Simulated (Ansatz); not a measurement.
# Where Mg_i (4-fold void) puts its levels in the gap of MgH2 (P4_2/mnm)

Wanted: the transition levels of a self-interstitial in MgH2 (P4_2/mnm), from a cell of 96 host atoms with 1 Mg put in.

Program: Ansatz 0.2.0. Level of theory: place-levels on PBE runs: charge-transition levels and formation energies with image-charge correction and potential alignment at the atomic sites. Results are calculated unless marked as measured.

## (1) Set-up

The cell holds 97 atoms: 33 Mg and 64 H. Its edges and angles: a = 10.858 Å, b = 10.858 Å, c = 12.774 Å, α = 54.0°, β = 54.0°, γ = 72.1°. It derives from MgH2 (space group P4_2/mnm). Nearest the centre at fractional (0.438, 0.688, 0.562): Mg97 at 0.00 Å, H44 at 1.80 Å, H93 at 1.80 Å, H42 at 1.80 Å, H83 at 1.80 Å, Mg85 at 2.38 Å, Mg40 at 2.38 Å, Mg26 at 2.38 Å.

Screening for the image-charge correction: ε∞ = (3.95, 3.95, 4.00), ε0 = (11.34, 11.34, 8.61), computed on the host (DFPT, PBE).

The cell's shortest repeat is 10.9 Å.

## (2) Charge states

Levels follow from differences of total energies between charge states, each relaxed by itself.

Each atom starts 0.05 Å or so off its site in a random direction: a symmetric start keeps its symmetry, and would miss off-centre moves and Jahn–Teller distortions. Forces are taken at the zone centre alone. The cell holds 1 electron more than the neutral one, with a uniform background that keeps it neutral on the whole. The electron count is odd, so at least one spin is unpaired; this run locks the moment at 1 μB.

One state's input; the others differ in charge, spin, start and seed, and in occupations where the table says so.

The input, qm1_M1.relax/input.yaml:

```yaml
crystal:
  lattice:
    - [0.0, 9.03249264, 6.02609445]
    - [9.03249264, 0.0, 6.02609445]
    - [9.03249264, 9.03249264, 0.0]
  atoms:
    - { symbol: Mg, position: [0.125, 0.125, 0.125] }
    - { symbol: Mg, position: [0.375, 0.375, 0.375] }
[... 11 atom lines left out ...]
    - { symbol: Mg, position: [0.375, 0.375, 0.875] }
[... 9 atom lines left out ...]
    - { symbol: H, position: [0.27717172, 0.47282828, 0.625] }
[... 1 atom line left out ...]
    - { symbol: Mg, position: [0.375, 0.875, 0.375] }
[... 7 atom lines left out ...]
    - { symbol: H, position: [0.25, 0.75, 0.40217172] }
[... 2 atom lines left out ...]
    - { symbol: Mg, position: [0.125, 0.625, 0.625] }
[... 2 atom lines left out ...]
    - { symbol: Mg, position: [0.25, 0.75, 0.75] }
[... 1 atom line left out ...]
    - { symbol: H, position: [0.25, 0.75, 0.59782828] }
    - { symbol: H, position: [0.22282828, 0.52717172, 0.875] }
    - { symbol: H, position: [0.47282828, 0.77717172, 0.625] }
[... 3 atom lines left out ...]
    - { symbol: H, position: [0.27717172, 0.97282828, 0.625] }
[... 4 atom lines left out ...]
    - { symbol: H, position: [0.5, 0.0, 0.34782828] }
[... 9 atom lines left out ...]
    - { symbol: Mg, position: [0.5, 0.0, 0.5] }
[... 12 atom lines left out ...]
    - { symbol: Mg, position: [0.75, 0.75, 0.25] }
[... 5 atom lines left out ...]
    - { symbol: H, position: [0.75, 0.75, 0.40217172] }
    - { symbol: H, position: [0.52717172, 0.72282828, 0.375] }
[... 1 atom line left out ...]
    - { symbol: Mg, position: [0.625, 0.625, 0.625] }
[... 1 atom line left out ...]
    - { symbol: Mg, position: [0.5, 0.5, 0.5] }
[... 1 atom line left out ...]
    - { symbol: H, position: [0.5, 0.5, 0.84782828] }
[... 3 atom lines left out ...]
    - { symbol: H, position: [0.5, 0.5, 0.65217172] }
[... 3 atom lines left out ...]
    - { symbol: Mg, position: [0.4375, 0.6875, 0.5625] }
  host:
    repeats: [2, 2, 2]
    atoms:
      - { symbol: Mg, position: [0.25, 0.25, 0.25] }
      - { symbol: Mg, position: [0.75, 0.75, 0.75] }
      # ... 10 more atoms of the perfect host
total_charge: -1
basis:
  ecutwfc: 420
  xc_grid: 2
hamiltonian:
  xc: pbe
kpoints:
  mp_grid: { grid: [1, 1, 1] }
magnetization:
  spin_polarized: true
  initial_magnetization: 1
  spin_locking: { lock_magnetization: hard }
scf:
  occupations: { method: fixed }
  max_iter: 60
output:
  forces: true
  charged_corrections:
    epsilon: [3.95, 3.95, 4.0]
    static_epsilon: [11.34, 11.34, 8.61]
    defect_position: [0.4375, 0.6875, 0.5625]
relax:
  f_tol: 0.02
  max_steps: 80
  random_displacement: { amplitude: 0.05, seed: 228 }
checkpoint:
  write: "../qm1_M1.relax.run"
  compress: false
  write_wavefunctions: true
  write_every: 100000
```

Launch:

```console
$ ansatz run input.yaml --threads 4 --pin off --max-ram 6594MiB --backend cpu --events-out ev --progress --plain --runs-dir out
```

Defect states can disperse in a cell of this size, so the energy is taken again at a 2×2×2 shifted mesh, on the relaxed structure.

The run of this state that the levels use, under PBE:

The input, qm1_M1.point/input.yaml:

```yaml
crystal:
  checkpoint: "../qm1_M1.relax.run"
  host: checkpoint
total_charge: -1
basis:
  ecutwfc: 420
  xc_grid: 2
hamiltonian:
  xc: pbe
kpoints:
  mp_grid: { grid: [2, 2, 2], shift: [0.5, 0.5, 0.5] }
magnetization:
  spin_polarized: true
  initial_magnetization: 1
  spin_locking: { lock_magnetization: hard }
scf:
  occupations: { method: fermi_dirac, width: 0.01 }
  max_iter: 60
output:
  forces: true
  eigenvalues: true
  charged_corrections:
    epsilon: [3.95, 3.95, 4.0]
    static_epsilon: [11.34, 11.34, 8.61]
    defect_position: [0.4375, 0.6875, 0.5625]
  eigenstates: { localisation: true }
  populations: true
  efg: {}
checkpoint:
  read: "../qm1_M1.relax.run"
  write: "../qm1_M1.point.run"
  compress: false
  write_wavefunctions: false
  write_every: 100000
```

Relaxations under PBE at the zone centre alone; times on 4 threads of Arm Neoverse V2, shared host:

| charge | moment (μB) | occupations | outcome | steps | largest displacement against the far atoms (Å) | time |
| --- | --- | --- | --- | --- | --- | --- |
| −1 | 1 | fixed | converged | 8 | 0.73 | 95 s |
| 0 | 0 | fixed | converged | 11 | 0.72 | 42 s |
| +1 | 1 | fixed | converged | 8 | 0.75 | 70 s |
| +2 | 0 | fixed | converged | 8 | 0.76 | 31 s |

Single points under PBE at a 2×2×2 shifted mesh; times on 4 threads of Arm Neoverse V2, shared host:

```csv
charge,moment (μB),occupations,outcome,time
−1,1,fermi-dirac,converged,3.4 min
0,0,fermi-dirac,converged,81 s
+1,1,fermi-dirac,converged,3.4 min
+2,0,fermi-dirac,converged,76 s
```

Distances (Å) from Mg97 to the nearest atoms after relaxation with PBE:

| charge | moment (μB) | 1. | 2. | 3. | 4. | 5. | 6. |
| --- | --- | --- | --- | --- | --- | --- | --- |
| −1 | 1 | H 1.85 | H 1.85 | H 1.99 | H 1.99 | H 1.99 | H 1.99 |
| 0 | 0 | H 1.84 | H 1.84 | H 1.98 | H 1.98 | H 1.99 | H 1.99 |
| +1 | 1 | H 1.85 | H 1.85 | H 1.98 | H 1.98 | H 1.98 | H 1.98 |
| +2 | 0 | H 1.84 | H 1.84 | H 1.97 | H 1.97 | H 1.97 | H 1.97 |

## (3) Placing the levels, PBE

A charged cell interacts with its images and the background, and its potential has another zero than the host's. place-levels removes the first by a point-charge model, screened by the static dielectric constant since the ions have relaxed around the charge, and the second by comparing potentials at atoms far from the defect.

The host is a run of the defect-free crystal in the same cutoffs, grids and k-points, so that basis and sampling errors cancel in part in the differences. The host is run in a cell of 48 atoms on a matching mesh. Its band edges are searched through the zone by a band path, so the gap is smaller than, or equal to, that on the mesh. Chemical potentials are energies per atom of Mg (hcp), run with the same functional and cutoff.

The input, levels.point.yaml:

```yaml
host:
  run: host.point.run
states: [qm1_M1.point.run, q0.point.run, qp1_M1.point.run, qp2.point.run]
geometry_from:
  qm1_M1.point.run: qm1_M1.relax.run
  q0.point.run: q0.relax.run
  qp1_M1.point.run: qp1_M1.relax.run
  qp2.point.run: qp2.relax.run
  host.point.run: host.relax.run
chemical_potentials:
  Mg:
    energy: -1923.805022
    dataset: "<sha256 of the dataset>"
```

Launch:

```console
$ ansatz place-levels levels.point.yaml -- --threads 4 --pin off --max-ram 6594MiB
```

Numbers of over 12 decimals in the logs are rounded to 6 here.

What it wrote:

```text
[... repeated set-up lines and file paths are left out, and long positions are rounded to six places ...]
(+2/+1) 3.342 eV above the valence edge, 0.376 eV under the conduction edge
(+1/0) 3.670 eV above the valence edge, 0.048 eV under the conduction edge
(0/-1) 3.740 eV above the valence edge (+4.189 eV without the band-filling correction), in the conduction band
formation energy of charge +2: -3.295 eV with the Fermi level at the valence edge
formation energy of charge +1: +0.048 eV with the Fermi level at the valence edge
formation energy of charge 0: +3.718 eV with the Fermi level at the valence edge
formation energy of charge -1: +7.458 eV with the Fermi level at the valence edge
  edges by pbe, gap 3.718 eV; the host is sampled to repeats of 21.72 Å
  the defect's cells are sampled to repeats of 21.72 Å, like sampling
  charge +2: -64525.6908 eV with its correction of +1.102 eV, at epsilon [11.34, 11.34, 8.61], aligned at sites: +0.1467 eV, mean over 36 atomic sites at or beyond 5.43 Å from the defect at [0.4375, 0.6875, 0.5625], with +0.000174 for the charge's moments and [...]
  charge +1: -64520.5398 eV with its correction of +0.396 eV, at epsilon [11.34, 11.34, 8.61], aligned at sites: +0.1942 eV, mean over 36 atomic sites at or beyond 5.43 Å from the defect at [0.4375, 0.6875, 0.5625], with +0.000161 for the charge's moments and [...]
  charge 0: +0.000 eV for its dipole among its images, +0.000 omitted
  charge -1: -64509.0628 eV with its correction of -0.080 eV, at epsilon [11.34, 11.34, 8.61], aligned at sites: +0.2819 eV, mean over 36 atomic sites at or beyond 5.43 Å from the defect at [0.4375, 0.6875, 0.5625], with +0.000168 for the charge's moments and [...]
  states[0] (qm1_M1.point.run): levels filled in part (TS 0.003 eV): its energy is of no whole electron's
  of states[3] (qp2.point.run): how wide its charge is, is not read beside other atoms or cores, and a band state would take no correction. [...]
  of states[2] (qp1_M1.point.run): how wide its charge is, is not read beside other atoms or cores, and a band state would take no correction. [...]
  of states[1] (q0.point.run): its sublattices stand up to 0.0149 Å off the host's, which by the two runs' forces adds about +0.02 eV to its energy against the host's, and moves the band edges: relax the crystal first, and build the cells on it
  of states[0] (qm1_M1.point.run): how wide its charge is, is not read beside other atoms or cores, and a band state would take no correction. [...]
```

Run time: 0.3 s. Hardware: 4 threads of Arm Neoverse V2, shared host.

Under PBE the gap is 3.72 eV, (+2/+1) 3.34, (+1/0) 3.67, (0/−1) 3.74 (outside the gap) (with band filling) eV.

Levels between the charges placed, in eV above the valence top:

```csv
,gap (eV),(+2/+1),(+1/0),(0/−1)
PBE,3.72,3.34,3.67,3.74
```

Corrections by state:

```csv
charge,moment (μB),image terms and alignment (eV),band filling (eV),ε used,"over the lowest of its charge, as the program ranks them, band filling apart (eV)"
+2,0.0,1.102,-,"principal values (8.61, 11.34, 11.34)",0.000
+1,1.0,0.396,-,"principal values (8.61, 11.34, 11.34)",0.000
0,0.0,0.000,-,-,0.000
−1,1.0,-0.080,-0.449,"principal values (8.61, 11.34, 11.34)",0.000
```

From the program's caveats on the states, each cut to its opening words:

- charge +2, +1 (1 μB), −1 (1 μB): how wide its charge is, is not read beside other atoms or cores, and a band state would take no correction
- charge +1 (1 μB): its moments are held at its close (magnetization.spin_locking), by a field of 0.018 eV a Bohr magneton, and its energy and levels are of the state that this [...]
- charge 0: its sublattices stand up to 0.0149 Å off the host's, which by the two runs' forces adds about +0.02 eV to its energy against the host's, and moves the band [...]
- charge −1 (1 μB): a band-filling correction moves a carrier to the host's band edge, which changes its energy by -0.449 eV
- charge −1 (1 μB): its moments are held at its close (magnetization.spin_locking), by a field of 0.071 eV a Bohr magneton, and its energy and levels are of the state that this [...]

The host's formation energy from the elements is -0.181 eV per atom; it sets how far the chemical potentials can move.

Limit set by the element alone; other compounds of these elements are not counted. Chemical potentials from the elements' reference states: H 0.00 eV, Mg -0.54 eV. Formation energies (H-rich), with the Fermi level at the valence top and at the conduction bottom (gap 3.72 eV):

```csv
charge,at valence top (eV),at conduction bottom (eV),correction included (eV)
+2,-2.75,4.69,1.10
+1,0.59,4.31,0.40
0,4.26,4.26,0.00
−1,8.00,4.28,-0.53
```

Fermi level (eV), lowest formation energy (eV) and a bar from the least value:
```
     0.00      -2.75 
     0.34      -2.08 ###
     0.68      -1.40 ######
     1.01      -0.72 #########
     1.35      -0.05 ############
     1.69       0.63 ##############
     2.03       1.31 #################
     2.37       1.98 ####################
     2.70       2.66 #######################
     3.04       3.33 ##########################
     3.38       3.97 #############################
     3.72       4.26 ##############################
```

Limit set by the element alone; other compounds of these elements are not counted. Chemical potentials from the elements' reference states: Mg 0.00 eV, H -0.27 eV. Formation energies (Mg-rich), with the Fermi level at the valence top and at the conduction bottom (gap 3.72 eV):

```csv
charge,at valence top (eV),at conduction bottom (eV),correction included (eV)
+2,-3.29,4.14,1.10
+1,0.05,3.77,0.40
0,3.72,3.72,0.00
−1,7.46,3.74,-0.53
```

Fermi level (eV), lowest formation energy (eV) and a bar from the least value:
```
     0.00      -3.29 
     0.34      -2.62 ###
     0.68      -1.94 ######
     1.01      -1.27 #########
     1.35      -0.59 ############
     1.69       0.08 ##############
     2.03       0.76 #################
     2.37       1.44 ####################
     2.70       2.12 #######################
     3.04       2.79 ##########################
     3.38       3.43 #############################
     3.72       3.72 ##############################
```

## (4) The same at the relaxations' own k-points

The relaxations' own energies give the levels at their sampling, for comparison.

The input, levels.relax_mesh.yaml:

```yaml
host:
  run: host.relax.run
states: [qm1_M1.relax.run, q0.relax.run, qp1_M1.relax.run, qp2.relax.run]
chemical_potentials:
  Mg:
    energy: -1923.805022
    dataset: "<sha256 of the dataset>"
```

Launch:

```console
$ ansatz place-levels levels.relax_mesh.yaml -- --threads 4 --pin off --max-ram 6594MiB
```

What it wrote:

```text
(+2/+1) 3.221 eV above the valence edge, 0.499 eV under the conduction edge
(+1/0) 3.529 eV above the valence edge, 0.190 eV under the conduction edge
[...]
formation energy of charge +2: -3.307 eV with the Fermi level at the valence edge
formation energy of charge +1: -0.086 eV with the Fermi level at the valence edge
formation energy of charge 0: +3.443 eV with the Fermi level at the valence edge
formation energy of charge -1: +7.173 eV with the Fermi level at the valence edge
  edges by pbe, gap 3.720 eV; the host is sampled to repeats of 10.86 Å
[... the lines on each state left out ...]
```

It took 0.15 s on 4 threads.

Levels between neighbouring charges, in eV above the valence top:

```csv
,gap (eV),(+2/+1),(+1/0),(0/−1)
the zone centre alone,3.72,3.22,3.53,3.73
a 2×2×2 shifted mesh,3.72,3.34,3.67,3.74
```

Going from the zone centre alone to a 2×2×2 shifted mesh moves the levels that carry no band-filling term by up to 0.14 eV and formation energies against the elements by up to 0.29 eV; band-filling terms, which differ between samplings, are in these energies.

## (5) Levels against the band edges, PBEsol

PBEsol on the same structure is run to see how far the result rests on the functional, though not on the errors that semilocal functionals share; the sampling changes too, to the zone centre alone, so differences hold both changes.

The input, qm1_M1.pbesol/input.yaml:

```yaml
crystal:
  checkpoint: "../qm1_M1.relax.run"
  host: checkpoint
total_charge: -1
basis:
  ecutwfc: 420
  xc_grid: 2
hamiltonian:
  xc: pbesol
kpoints:
  mp_grid: { grid: [1, 1, 1] }
magnetization:
  spin_polarized: true
  initial_magnetization: 1
  spin_locking: { lock_magnetization: hard }
scf:
  occupations: { method: fermi_dirac, width: 0.01 }
  max_iter: 60
output:
  forces: true
  eigenvalues: true
  charged_corrections:
    epsilon: [3.95, 3.95, 4.0]
    static_epsilon: [11.34, 11.34, 8.61]
    defect_position: [0.4375, 0.6875, 0.5625]
checkpoint:
  read: "../qm1_M1.relax.run"
  write: "../qm1_M1.pbesol.run"
  compress: false
  write_wavefunctions: false
  write_every: 100000
```

The job ended after 17 s (4 threads; peak memory 1.9 GiB).

The input, levels.pbesol.yaml:

```yaml
host:
  run: host.pbesol.run
states: [qm1_M1.pbesol.run, q0.pbesol.run, qp1_M1.pbesol.run, qp2.pbesol.run]
geometry_from:
  qm1_M1.pbesol.run: qm1_M1.relax.run
  q0.pbesol.run: q0.relax.run
  qp1_M1.pbesol.run: qp1_M1.relax.run
  qp2.pbesol.run: qp2.relax.run
  host.pbesol.run: host.relax.run
chemical_potentials:
  Mg:
    energy: -1912.053531
    dataset: "<sha256 of the dataset>"
```

Launch:

```console
$ ansatz place-levels levels.pbesol.yaml -- --threads 4 --pin off --max-ram 6594MiB
```

What it wrote:

```text
(+2/+1) 3.013 eV above the valence edge, 0.470 eV under the conduction edge
(+1/0) 3.317 eV above the valence edge, 0.166 eV under the conduction edge
[...]
formation energy of charge +2: -3.337 eV with the Fermi level at the valence edge
formation energy of charge +1: -0.323 eV with the Fermi level at the valence edge
formation energy of charge 0: +2.994 eV with the Fermi level at the valence edge
formation energy of charge -1: +6.496 eV with the Fermi level at the valence edge
  edges by pbesol, gap 3.483 eV; the host is sampled to repeats of 10.86 Å
[... the lines on each state left out ...]
```

Run time: 0.27 s. Hardware: 4 threads.

Under PBEsol the gap is 3.48 eV, (+2/+1) 3.01, (+1/0) 3.32, (0/−1) 3.50 (outside the gap) (with band filling) eV.

## (6) A changed set-up

A choice is tested by changing it alone.

levels.try1.yaml is levels.point.yaml with these lines changed:

```diff
+epsilon: 500.0
+static_epsilon: 500.0
```

Launch:

```console
$ ansatz place-levels levels.try1.yaml -- --threads 4 --pin off --max-ram 6594MiB
```

What it wrote:

```text
(+2/+1) 3.743 eV above the valence edge, in the conduction band
(+1/0) 3.780 eV above the valence edge (+3.805 eV without the band-filling correction), in the conduction band; not on the lower envelope
[...]
formation energy of charge +2: -3.830 eV with the Fermi level at the valence edge
formation energy of charge +1: -0.087 eV with the Fermi level at the valence edge
formation energy of charge 0: +3.693 eV with the Fermi level at the valence edge
formation energy of charge -1: +7.428 eV with the Fermi level at the valence edge
  edges by pbe, gap 3.718 eV; the host is sampled to repeats of 21.72 Å
[... the lines on each state left out ...]
```

The change: a very large dielectric constant, which removes the point-charge term and changes the alignment.

Levels in eV above the valence top; the changed ones are not the defect's:

```csv
,gap (eV),(+2/+1),(+1/0),(0/−1)
changed,3.72,3.74,3.78,3.73
as set up,3.72,3.34,3.67,3.74
```

The largest shift is 0.40 eV, band-filling terms included.

## (7) Side by side

Levels between neighbouring charges, in eV above each run's own valence top:

|  | gap (eV) | (+2/+1) | (+1/0) | (0/−1) | CPU time a state at this stage (restarts are quicker than cold starts) |
| --- | --- | --- | --- | --- | --- |
| PBE, 2×2×2 shifted mesh | 3.72 | 3.34 | 3.67 | 3.74 | 8.9 min |
| PBEsol on PBE structures, zone centre alone | 3.48 | 3.01 | 3.32 | 3.50 | 43 s |

## (8) Summary of results

- gap of the host: 3.72 eV (PBE)
- level (plus 2/plus 1): 3.34 eV above the valence top
- level (plus 1/0): 3.67 eV above the valence top
- level (0/minus 1): 3.74 eV above the valence top, past the conduction bottom (4.19 eV above the valence top without the band-filling term)
- lowest of the charges placed, just above the valence top (0.02 eV): +2
- lowest of the charges placed, just below the conduction bottom (0.02 eV): 0
- lowest formation energy at mid-gap of the charges run, H-rich: 0.97 eV
- lowest formation energy at mid-gap of the charges run, Mg-rich: 0.42 eV

Of the charges placed (−1, 0, +1 and +2), the lowest changes at 3.34 eV (+2/+1) and 3.67 eV (+1/0) above the valence top, in a gap of 3.72 eV. (+2/+1) and (+1/0) lie nearer to a band edge than the share of the finite-size correction in them (0.71 and 0.40 eV), and that correction holds for a localised charge alone. (+1/0) lies 0.05 eV from a band edge, less than the doubt on such levels. Charges above +2 were not placed, so these runs say nothing of levels that involve them. States placed: +2 at 0 μB; +1 at 1 μB; 0 at 0 μB; −1 at 1 μB. Other spin states or structures, where not listed, weren't placed. The program finds carriers beyond a band edge of the host and adds a band-filling term at charge −1 (-0.45 eV); steps to such a charge show no bound level, and a defect level inside a band would be read the same way. Going from the zone centre alone to a 2×2×2 shifted mesh moves the levels that carry no band-filling term by up to 0.14 eV and formation energies against the elements by up to 0.29 eV; band-filling terms, which differ between samplings, are in these energies. What this leaves open: PBE makes the gap too small and tends to spread out bound carriers; force components of up to 0.11 eV/Å remain in a run at the final settings.

[Logs are printed without paths, hosts, clocks, repeated set-up lines and the standing remarks that a program may print on its own settings, such as how far it seeks lower states.]

[Hosts, paths, dates, database ids (printed as entryN), source tags and the programs' standing remarks are cut or masked in the printed files.]

[Where a table of states has a column of steps, it counts the stored structures, which are thinned; the runs took as many ionic steps or more.]

[A defect's name tells the site on which it was built; relaxed atoms can leave that site.]

[For some hosts the program warned that the k-mesh of the response run may be too coarse for force constants and the static dielectric constant; such warnings are not shown here.]
